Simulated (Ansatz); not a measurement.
**GaP (F-43m) at temperature and pressure**

Wanted: expansion, heat capacity and stiffness of GaP along isobars.

Program: Ansatz 0.2.0. Level of theory: DFT RPBE, scalar-relativistic, plane waves, PAW. Results are calculated unless marked as measured.

Report form: the programs' logs are mostly left out.

### Step 1. The structure

It takes space group F-43m (No. 216, cubic). Conventional cell: a = 5.451 Å, b = 5.451 Å, c = 5.451 Å, α = 90.00°, β = 90.00°, γ = 90.00°. Ga has 4 P at 2.36 Å nearest. Nearest to P lie 4 Ga at 2.36 Å. Farther neighbours are not listed.

### Step 2. A first coarse run

A cheap single point shows whether the cell is a metal or an insulator and how far it is from rest; that sets the k-mesh and the occupations of what follows.

input.yaml reads:

```yaml
crystal:
  lattice:
    - [0.0, 2.72525, 2.72525]
    - [2.72525, 0.0, 2.72525]
    - [2.72525, 2.72525, 0.0]
  atoms:
    - { symbol: Ga, position: [0.0, 0.0, 0.0] }
    - { symbol: P, position: [0.25, 0.25, 0.25] }
kpoints:
  mp_grid: { grid: [6, 6, 6] }
hamiltonian:
  xc: rpbe
scf:
  occupations: { method: gaussian, width: 0.1 }
output:
  forces: true
  stress: true
  eigenvalues: true
```

Launch:

```console
> ansatz run input.yaml --threads 4 --pin off --max-ram 8192MiB --backend cpu --events-out ev --progress --plain --runs-dir out
```

Wall time 1.2 s (4 threads of Intel Xeon 6975P-C (Granite Rapids), shared host); peak memory 0.35 GiB.

This step gave:

* pressure: 4.652 GPa
* gap on the k-mesh: 1.756 eV
* volume per atom: 20.24 Å³

The start is under 4.7 GPa at this level and looks like an insulator or semiconductor on this mesh.

### Step 3. Relaxation

The vibrations must be taken about the equilibrium of this functional, not about the starting cell, so the structure is relaxed.

input.yaml, the sections that differ from step 2:

```yaml
kpoints:
  mp_grid: { grid: [8, 8, 8] }
scf:
  occupations: { method: gaussian, width: 0.02 }
output:
  forces: true
  stress: true
  eigenvalues: true
  write_density: true
  write_potential: true
  elf: true
  volumetric_format: npy
relax:
  adjacent_minimum: "off"
  f_tol: 0.005
  max_steps: 80
  cell: { stress_tol: 0.05 }
# crystal, hamiltonian: as in step 2
```

Elapsed: 2.7 s, on 4 threads; peak memory 0.41 GiB.

Step by step:

| step | energy less that of the first step (eV) | largest force component (eV/Å) | pressure (GPa) | volume (Å³) |
| --- | --- | --- | --- | --- |
| 1 | 0.0000 | 0.0000 | 4.62 | 40.48 |
| 2 | -0.0287 | 0.0000 | 1.39 | 42.06 |
| 3 | -0.0319 | 0.0000 | 0.12 | 42.78 |
| 4 | -0.0319 | 0.0000 | 0.00 | 42.85 |
| 5* | -0.0325 | 0.0000 | 0.01 | 42.85 |

Relaxation steps marked * repeat the geometry before them on a plane-wave basis chosen anew for their cell, so energy and pressure can jump there.

The run keeps the 24 symmetry operations that it works with, so distortions that break them were not tested.

| conventional cell, symmetrised | before | after | change |
| --- | --- | --- | --- |
| a (Å) | 5.451 | 5.555 | +1.9 % |
| b (Å) | 5.451 | 5.555 | +1.9 % |
| c (Å) | 5.451 | 5.555 | +1.9 % |
| volume (Å³/atom) | 20.24 | 21.43 | +5.9 % |

The relaxed structure:

```xyz
2
Lattice="0.0000 2.7775 2.7775 2.7775 0.0000 2.7775 2.7775 2.7775 0.0000" Properties=species:S:1:pos:R:3 pbc="T T T"
Ga    0.0000    0.0000    0.0000
P     1.3887    1.3887    1.3887
```

Numbers from this step:

```
pressure          : 0.008145 GPa
gap on the k-mesh : 1.493 eV
volume per atom   : 21.43 Å³
```

Valence density in the ac plane of a cell with a along [110], b along [-110] and c along [001] of the cube at fractional y = 0.000, with atoms of Ga and P within 0.2 Å of it. It is the smooth field of the valence electrons, not physical close to the nuclei.

Ten steps, logarithmic in the rise over the least value, from '_' (0 e/Å³) to '@' (34 e/Å³), each cell a mean:
```
%%++::............--##%%++::............--##
==::..::::::::::..::--==::..::::::::::..::--
......::::..::::::..........::::..::::::....
____..::..__..::....______..::..__..::....__
____....::....::..________....::....::..____
______....::::..____________....::::..______
________......________________......________
____________________________________________
____________________________________________
____________________________________________
____________________________________________
____________________________________________
::..______________....::..______________....
**--..__________..::++**--..__________..::++
@@**::..________..==%%@@**::..________..==%%
```
Columns run along a (7.9 Å), rows up along c (5.6 Å), edges of the conventional cell, whose origin can differ from the input's. Atoms in or near the plane, at fractional coordinates: Ga at (0.50, 0.00), Ga at (0.00, 0.00), P at (0.75, 0.75), P at (0.25, 0.75).

ELF in the ac plane of a cell with a along [110], b along [-110] and c along [001] of the cube at fractional y = 0.000, with atoms of Ga and P within 0.2 Å of it. It is the smooth field of the valence electrons, not physical close to the nuclei.

Ten even steps from '_' (0.01) to '@' (0.89), each cell a mean:
```
__..--**%%%%%%##==::____..--**%%%%%%##==::__
..::++@@@@%%%%@@##--::..::++@@@@%%%%@@##--::
::==%%@@##::==@@@@**--::==%%@@##::==@@@@**--
::++%%%%--____##@@**--::++%%%%--____##@@**--
..--**##==::--####++....--**##==::--####++..
__..==##%%##%%##**--____..==##%%##%%##**--__
____::++##%%##**--..______::++##%%##**--..__
______::==++==--..__________::==++==--..____
________......________________......________
____________________________________________
....______________........______________....
::::..__________..::::::::..__________..::::
::::::..______..::::::::::::..______..::::::
....::::......::::::......::::......::::::..
..__::--========--..__..__::--========--..__
```
Columns run along a (7.9 Å), rows up along c (5.6 Å), edges of the conventional cell, whose origin can differ from the input's. Atoms in or near the plane, at fractional coordinates: Ga at (0.50, 0.00), Ga at (0.00, 0.00), P at (0.75, 0.75), P at (0.25, 0.75).

Electrostatic potential energy in the ac plane of a cell with a along [110], b along [-110] and c along [001] of the cube at fractional y = 0.000, with atoms of Ga and P within 0.2 Å of it. With pseudopotentials it is smooth inside the atoms' cores, unlike the true potential.

Values in eV, 8 rows by 16 columns, each cell a mean:
```
-15  -9   3  -2  -4   2  -4 -15 -15  -9   3  -2  -4   2  -4 -15
  2   4  -9 -46 -50 -22   3   3   2   4  -9 -46 -50 -22   3   3
 10   8  -5 -37 -43 -16   6  10  10   8  -5 -37 -43 -16   6  10
 11  10   8   4   3   7  10  10  11  10   8   4   3   7  10  10
 11  10  10  10  10  10  10  11  11  10  10  10  10  10  10  11
  9  10  10  10  10  10  10   9   9  10  10  10  10  10  10   9
 -3   3   8  10  10   9   5  -2  -3   3   8  10  10   9   5  -2
-16 -12   4   9   9   7  -7 -16 -16 -12   4   9   9   7  -7 -16
```
Columns run along a (7.9 Å; values clipped at the 3rd and 97th percentile), rows up along c (5.6 Å), edges of the conventional cell, whose origin can differ from the input's. Atoms in or near the plane, at fractional coordinates: Ga at (0.50, 0.00), Ga at (0.00, 0.00), P at (0.75, 0.75), P at (0.25, 0.75).

The relaxation ends with a pressure of 0.01 GPa.

### Step 4. Relaxing to small residual forces and stress

The relaxation is repeated with tighter thresholds on force and stress, since phonons are sensitive to what is left; a change of mesh or smearing in the input moves the cell too.

input.yaml reads:

```yaml
crystal:
  lattice:
    - [0.0, 2.77749101, 2.77749101]
    - [2.77749101, 0.0, 2.77749101]
    - [2.77749101, 2.77749101, 0.0]
  atoms:
    - { symbol: Ga, position: [0.0, 0.0, 0.0] }
    - { symbol: P, position: [0.25, 0.25, 0.25] }
kpoints:
  mp_grid: { grid: [8, 8, 8] }
hamiltonian:
  xc: rpbe
scf:
  occupations: { method: fixed }
output:
  forces: true
  stress: true
  eigenvalues: true
relax:
  adjacent_minimum: "off"
  f_tol: 0.001
  max_steps: 60
  cell: { stress_tol: 0.01 }
```

Wall time 0.78 s (4 threads); peak memory 0.36 GiB.

Little changed from the start: no atom moved by 0.005 Å and no cell edge by 0.1 %.

Numbers from this step:

```
pressure : 0.008148 GPa
```

The residual pressure is 0.0081 GPa, small enough for phonons.

### Step 5. A faulty attempt

This input was changed on purpose, to see how the program answers.

input.yaml, the sections that differ from step 4:

```yaml
scf:
  occupations: { method: fixed }
  max_iter: 60
output:
  eigenvalues: true
phonons:
  method: dfpt
  qmesh: [4, 4, 4]
  amplitude: 0.01
  thermal_expansion: {}
# crystal, kpoints, hamiltonian: as in step 4
# relax: removed
```

It took 0.02 s on 4 threads; peak memory 0.042 GiB.

The input was rejected at the start.

The program's message: “Error: invalid value for `phonons.amplitude`: set with method: dfpt — a finite-displacement knob (the displacement step); dfpt computes the analytic response in the run's own cell, with no displaced g …”

The fault put into the input: a displacement amplitude under linear response.

### Step 6. Relaxation under pressure, pressure 5 GPa

The study at pressure needs a start near its own equilibrium, so the cell is first relaxed to that pressure.

input.yaml, the sections that differ from step 5:

```yaml
scf:
  occupations: { method: fixed }
output:
  forces: true
  stress: true
  eigenvalues: true
  write_density: true
  write_potential: true
  elf: true
  volumetric_format: npy
relax:
  adjacent_minimum: "off"
  f_tol: 0.001
  max_steps: 60
  cell: { stress_tol: 0.05, p_target: 5.0 }
# crystal, kpoints, hamiltonian: as in step 5
# phonons: removed
```

The job ended after 2.5 s (4 threads; peak memory 0.4 GiB; 8.8 s of CPU time).

Step by step:

| step | energy less that of the first step (eV) | largest force component (eV/Å) | pressure (GPa) | volume (Å³) |
| --- | --- | --- | --- | --- |
| 1 | 0.0000 | 0.0000 | 0.01 | 42.85 |
| 2 | 0.0243 | 0.0000 | 3.99 | 40.77 |
| 3 | 0.0383 | 0.0000 | 5.11 | 40.27 |
| 4 | 0.0368 | 0.0000 | 5.00 | 40.32 |
| 5* | 0.0374 | 0.0000 | 5.00 | 40.32 |

Relaxation steps marked * repeat the geometry before them on a plane-wave basis chosen anew for their cell, so energy and pressure can jump there.

The run keeps the 24 symmetry operations that it works with, so distortions that break them were not tested.

| conventional cell, symmetrised | before | after | change |
| --- | --- | --- | --- |
| a (Å) | 5.555 | 5.443 | -2.0 % |
| b (Å) | 5.555 | 5.443 | -2.0 % |
| c (Å) | 5.555 | 5.443 | -2.0 % |
| volume (Å³/atom) | 21.43 | 20.16 | -5.9 % |

The relaxed structure:

```xyz
2
Lattice="0.0000 2.7216 2.7216 2.7216 0.0000 2.7216 2.7216 2.7216 0.0000" Properties=species:S:1:pos:R:3 pbc="T T T"
Ga    0.0000    0.0000    0.0000
P     1.3608    1.3608    1.3608
```

This step gave:

- pressure: 4.995 GPa
- gap on the k-mesh: 1.726 eV
- volume per atom: 20.16 Å³

Valence density in the ac plane of a cell with a along [110], b along [-110] and c along [001] of the cube at fractional y = 0.000, with atoms of Ga and P within 0.2 Å of it. It is the smooth field of the valence electrons, not physical close to the nuclei.

Values in e/Å³, 8 rows by 16 columns, each cell a mean:
```
10  1  0  1  0  0  1  6 10  1  0  1  0  0  1  6
 0  0  1  1  0  1  0  0  0  0  1  1  0  1  0  0
 0  0  0  1  0  1  0  0  0  0  0  1  0  1  0  0
 0  0  0  0  0  0  0  0  0  0  0  0  0  0  0  0
 0  0  0  0  0  0  0  0  0  0  0  0  0  0  0  0
 0  0  0  0  0  0  0  0  0  0  0  0  0  0  0  0
 1  0  0  0  0  0  0  0  1  0  0  0  0  0  0  0
19  2  0  0  0  0  1 11 19  2  0  0  0  0  1 11
```
Columns run along a (7.7 Å), rows up along c (5.4 Å), edges of the conventional cell, whose origin can differ from the input's. Atoms in or near the plane, at fractional coordinates: Ga at (0.50, 0.00), Ga at (0.00, 0.00), P at (0.75, 0.75), P at (0.25, 0.75).

ELF in the ac plane of a cell with a along [110], b along [-110] and c along [001] of the cube at fractional y = 0.000, with atoms of Ga and P within 0.2 Å of it. It is the smooth field of the valence electrons, not physical close to the nuclei.

Values, 8 rows by 16 columns, each cell a mean:
```
0.11 0.28 0.67 0.78 0.75 0.76 0.40 0.14 0.11 0.28 0.67 0.78 0.75 0.76 0.40 0.14
0.28 0.61 0.84 0.39 0.22 0.76 0.74 0.35 0.28 0.61 0.84 0.39 0.22 0.76 0.74 0.35
0.14 0.47 0.68 0.41 0.33 0.63 0.59 0.22 0.14 0.47 0.68 0.41 0.33 0.63 0.59 0.22
0.02 0.14 0.44 0.65 0.68 0.53 0.24 0.04 0.02 0.14 0.44 0.65 0.68 0.53 0.24 0.04
0.02 0.03 0.07 0.16 0.18 0.10 0.04 0.02 0.02 0.03 0.07 0.16 0.18 0.10 0.04 0.02
0.15 0.10 0.04 0.02 0.02 0.03 0.08 0.14 0.15 0.10 0.04 0.02 0.02 0.03 0.08 0.14
0.24 0.23 0.14 0.05 0.03 0.10 0.20 0.24 0.24 0.23 0.14 0.05 0.03 0.10 0.20 0.24
0.11 0.19 0.29 0.33 0.32 0.32 0.24 0.09 0.11 0.19 0.29 0.33 0.32 0.32 0.24 0.09
```
Columns run along a (7.7 Å), rows up along c (5.4 Å), edges of the conventional cell, whose origin can differ from the input's. Atoms in or near the plane, at fractional coordinates: Ga at (0.50, 0.00), Ga at (0.00, 0.00), P at (0.75, 0.75), P at (0.25, 0.75).

Electrostatic potential energy in the ac plane of a cell with a along [110], b along [-110] and c along [001] of the cube at fractional y = 0.000, with atoms of Ga and P within 0.2 Å of it. With pseudopotentials it is smooth inside the atoms' cores, unlike the true potential.

Ten even steps from '_' (-55 eV) to '@' (11 eV), each cell a mean:
```
****##%%@@%%@@%%##****++**%%@@%%%%@@%%**++
****%%%%**==**%%%%******##%%##++++##%%##**
%%%%%%**..__..**%%%%%%%%%%##--____--%%%%%%
@@@@%%++______++%%@@@@@@@@##::____::##@@@@
@@@@@@##::..--##@@@@@@@@@@%%++....++%%@@@@
@@@@@@@@######@@@@@@@@@@@@@@%%####%%@@@@@@
@@@@@@@@@@@@@@@@@@@@@@@@@@@@@@@@@@@@@@@@@@
@@@@@@@@@@@@@@@@@@@@@@@@@@@@@@@@@@@@@@@@@@
@@@@@@@@@@@@@@@@@@@@@@@@@@@@@@@@@@@@@@@@@@
@@@@@@@@@@@@@@@@@@@@@@@@@@@@@@@@@@@@@@@@@@
@@@@@@@@@@@@@@@@@@@@@@@@@@@@@@@@@@@@@@@@@@
##%%@@@@@@@@@@@@@@%%####%%@@@@@@@@@@@@%%##
****##@@@@@@@@@@##******##%%@@@@@@@@%%****
****##@@@@@@@@@@##****++**%%@@@@@@@@%%****
```
Columns run along a (7.7 Å; values clipped at the 3rd and 97th percentile), rows up along c (5.4 Å), edges of the conventional cell, whose origin can differ from the input's. Atoms in or near the plane, at fractional coordinates: Ga at (0.50, 0.00), Ga at (0.00, 0.00), P at (0.75, 0.75), P at (0.25, 0.75).

### Step 7. Phonons on strained cells, pressure 5 GPa

Thermal expansion follows from how the free energy of the vibrations (and of the electrons in a metal) changes with strain, so the program makes strained cells, their phonons and a fit in one run.

input.yaml reads:

```yaml
crystal:
  lattice:
    - [0.0, 2.7215612815, 2.7215612815]
    - [2.7215612815, 0.0, 2.7215612815]
    - [2.7215612815, 2.7215612815, 0.0]
  atoms:
    - { symbol: Ga, position: [0.0, 0.0, 0.0] }
    - { symbol: P, position: [0.25, 0.25, 0.25] }
kpoints:
  mp_grid: { grid: [8, 8, 8] }
hamiltonian:
  xc: rpbe
scf:
  occupations: { method: fixed }
output:
  eigenvalues: true
phonons:
  method: dfpt
  qmesh: [4, 4, 4]
  temperatures: { t_max: 800.0, t_step: 50 }
  thermal_expansion: { pressure: 5.0 }
```

Wall time 4 min (4 threads); peak memory 1.2 GiB; 15 min of CPU time.

This step gave:

* gap on the k-mesh: 1.727 eV
* volume expansion coefficient at 298 K: 12.96 1e-6/K
* C_P at 298 K: 21.76 J/mol-atom/K
* entropy at 298 K: 26.15 J/mol-atom/K
* isothermal bulk modulus at 298 K: 89.97 GPa
* Grüneisen parameter at 298 K: 0.6559
* volume at 298 K: 20.28 Å³/atom
* principal linear expansion coefficients at 298 K: 4.319, 4.319, 4.319 1e-6/K

Strained cells of the study; zero-point energy where phonons were solved; the pressures are stresses at a fixed cutoff and can carry an offset from the finite basis. Expansion cells, by row:

| cell | \|a\| (Å) | \|b\| (Å) | \|c\| (Å) | V (Å³/atom) | E - E_lowest (meV/atom) | pressure, compression positive (GPa) | gap (eV) | zero-point energy (meV/atom) |
| --- | --- | --- | --- | --- | --- | --- | --- | --- |
| 1 | 3.849 | 3.849 | 3.849 | 20.16 | 14.46 | 4.972 | 1.727 | - |
| 2 | 3.88 | 3.88 | 3.88 | 20.65 | 2.541 | 2.859 | 1.713 | - |
| 3 | 3.818 | 3.818 | 3.818 | 19.68 | 32.7 | 7.308 | 1.685 | - |
| 4 | 3.849 | 3.849 | 3.849 | 20.16 | 14.36 | 4.957 | 1.727 | 46.45 |
| 5 | 3.868 | 3.868 | 3.868 | 20.47 | 6.205 | 3.61 | 1.739 | 45.73 |
| 6 | 3.858 | 3.858 | 3.858 | 20.3 | 10.25 | 4.318 | 1.739 | 46.11 |
| 7 | 3.876 | 3.876 | 3.876 | 20.59 | 3.617 | 3.095 | 1.721 | 45.44 |
| 8 | 3.811 | 3.811 | 3.811 | 19.57 | 38.19 | 7.917 | 1.674 | - |
| 9 | 3.83 | 3.83 | 3.83 | 19.86 | 24.99 | 6.391 | 1.701 | - |
| 10 | 3.89 | 3.89 | 3.89 | 20.8 | 0 | 2.225 | 1.69 | - |

Quasi-harmonic; a, b, c are the run's own cell vectors. Expansion, by row:

| T (K) | a (Å) | b (Å) | c (Å) | alpha (deg) | beta (deg) | gamma (deg) | cell volume (Å³/cell) | alpha_a (1e-6/K) | alpha_b (1e-6/K) | alpha_c (1e-6/K) | alpha_V (1e-6/K) | C_P (J/mol-atom/K) | C_V (J/mol-atom/K) | S (J/mol-atom/K) | B_T (GPa) | B_S (GPa) | Grueneisen | extrapolation | fit error (1e-6/K) |
| --- | --- | --- | --- | --- | --- | --- | --- | --- | --- | --- | --- | --- | --- | --- | --- | --- | --- | --- | --- |
| 0 | 3.854 | 3.854 | 3.854 | 60 | 60 | 60 | 40.48 | 0 | 0 | 0 | 0 | 0 | 0 | 0 | 91.82 | 91.82 | - | 0 | 0 |
| 50 | 3.854 | 3.854 | 3.854 | 60 | 60 | 60 | 40.48 | -0.24 | -0.24 | -0.24 | -0.73 | 4.924 | 4.924 | 2.28 | 91.78 | 91.78 | -0.167 | 0 | 0 |
| 100 | 3.854 | 3.854 | 3.854 | 60 | 60 | 60 | 40.48 | 0.76 | 0.76 | 0.76 | 2.27 | 11.02 | 11.02 | 7.641 | 91.58 | 91.59 | 0.23 | 0 | 0 |
| 150 | 3.854 | 3.854 | 3.854 | 60 | 60 | 60 | 40.49 | 2.18 | 2.18 | 2.18 | 6.54 | 15.7 | 15.7 | 13.05 | 91.25 | 91.29 | 0.464 | 0 | 0 |
| 200 | 3.855 | 3.855 | 3.855 | 60 | 60 | 60 | 40.51 | 3.21 | 3.21 | 3.21 | 9.64 | 18.73 | 18.71 | 18.02 | 90.84 | 90.94 | 0.571 | 0 | 0.01 |
| 250 | 3.856 | 3.856 | 3.856 | 60 | 60 | 60 | 40.53 | 3.89 | 3.89 | 3.89 | 11.66 | 20.6 | 20.57 | 22.42 | 90.41 | 90.57 | 0.626 | 0 | 0.01 |
| 298.1 | 3.856 | 3.856 | 3.856 | 60 | 60 | 60 | 40.55 | 4.32 | 4.32 | 4.32 | 12.96 | 21.76 | 21.7 | 26.15 | 89.97 | 90.2 | 0.656 | 0 | 0.01 |
| 300 | 3.856 | 3.856 | 3.856 | 60 | 60 | 60 | 40.56 | 4.33 | 4.33 | 4.33 | 13 | 21.8 | 21.74 | 26.29 | 89.96 | 90.19 | 0.657 | 0 | 0.01 |
| 350 | 3.857 | 3.857 | 3.857 | 60 | 60 | 60 | 40.58 | 4.64 | 4.64 | 4.64 | 13.93 | 22.59 | 22.51 | 29.71 | 89.5 | 89.79 | 0.677 | 0 | 0.01 |
| 400 | 3.858 | 3.858 | 3.858 | 60 | 60 | 60 | 40.61 | 4.87 | 4.87 | 4.87 | 14.61 | 23.14 | 23.04 | 32.76 | 89.03 | 89.39 | 0.69 | 0 | 0.01 |
| 450 | 3.859 | 3.859 | 3.859 | 60 | 60 | 60 | 40.64 | 5.04 | 5.04 | 5.04 | 15.13 | 23.53 | 23.42 | 35.51 | 88.56 | 88.99 | 0.7 | 0 | 0.01 |
| 500 | 3.86 | 3.86 | 3.86 | 60 | 60 | 60 | 40.67 | 5.18 | 5.18 | 5.18 | 15.55 | 23.83 | 23.7 | 38.01 | 88.09 | 88.58 | 0.708 | 0 | 0.01 |
| 550 | 3.861 | 3.861 | 3.861 | 60 | 60 | 60 | 40.71 | 5.3 | 5.3 | 5.3 | 15.9 | 24.06 | 23.91 | 40.29 | 87.62 | 88.17 | 0.714 | 0 | 0.01 |
| 600 | 3.862 | 3.862 | 3.862 | 60 | 60 | 60 | 40.74 | 5.4 | 5.4 | 5.4 | 16.2 | 24.24 | 24.07 | 42.39 | 87.15 | 87.76 | 0.719 | 0 | 0.01 |
| 650 | 3.863 | 3.863 | 3.863 | 60 | 60 | 60 | 40.77 | 5.49 | 5.49 | 5.49 | 16.46 | 24.38 | 24.2 | 44.34 | 86.68 | 87.35 | 0.724 | 0 | 0.01 |
| 700 | 3.864 | 3.864 | 3.864 | 60 | 60 | 60 | 40.8 | 5.57 | 5.57 | 5.57 | 16.7 | 24.5 | 24.3 | 46.15 | 86.2 | 86.94 | 0.728 | 0 | 0.01 |
| 750 | 3.865 | 3.865 | 3.865 | 60 | 60 | 60 | 40.84 | 5.64 | 5.64 | 5.64 | 16.91 | 24.61 | 24.38 | 47.84 | 85.73 | 86.53 | 0.731 | 0 | 0.01 |
| 800 | 3.867 | 3.867 | 3.867 | 60 | 60 | 60 | 40.87 | 5.71 | 5.71 | 5.71 | 17.12 | 24.69 | 24.45 | 49.44 | 85.26 | 86.12 | 0.735 | 0 | 0.02 |

Expansion coefficient against temperature; values in 1e-6/K:

| temperature (K) | volume | principal 1 |
| --- | --- | --- |
| 0 | 0 | 0 |
| 50 | -0.73 | -0.24 |
| 100 | 2.27 | 0.76 |
| 150 | 6.54 | 2.18 |
| 200 | 9.64 | 3.21 |
| 250 | 11.7 | 3.89 |
| 298 | 13.0 | 4.32 |
| 300 | 13 | 4.33 |
| 350 | 13.9 | 4.64 |
| 400 | 14.6 | 4.87 |
| 450 | 15.1 | 5.04 |
| 500 | 15.6 | 5.18 |
| 550 | 15.9 | 5.3 |
| 600 | 16.2 | 5.4 |
| 650 | 16.5 | 5.49 |
| 700 | 16.7 | 5.57 |
| 750 | 16.9 | 5.64 |
| 800 | 17.1 | 5.71 |

At 298 K the volume expansion is 13.0 × 10⁻⁶/K and B_T is 90.0 GPa. The program raised the cutoff to 487.2 eV by itself: with no cutoff typed, the study takes about 1.16 times the default for its relaxations and scales it with the volume for the phonons.

(Part 1 of 2 ends here.)

[Logs are printed without paths, hosts, clocks, repeated set-up lines and the standing remarks that a program may print on its own settings, such as how far it seeks lower states.]

[Hosts, paths, dates, database ids (printed as entryN), source tags and the programs' standing remarks are cut or masked in the printed files.]

[A step with changed settings may run another functional than the one named; its input shows which.]
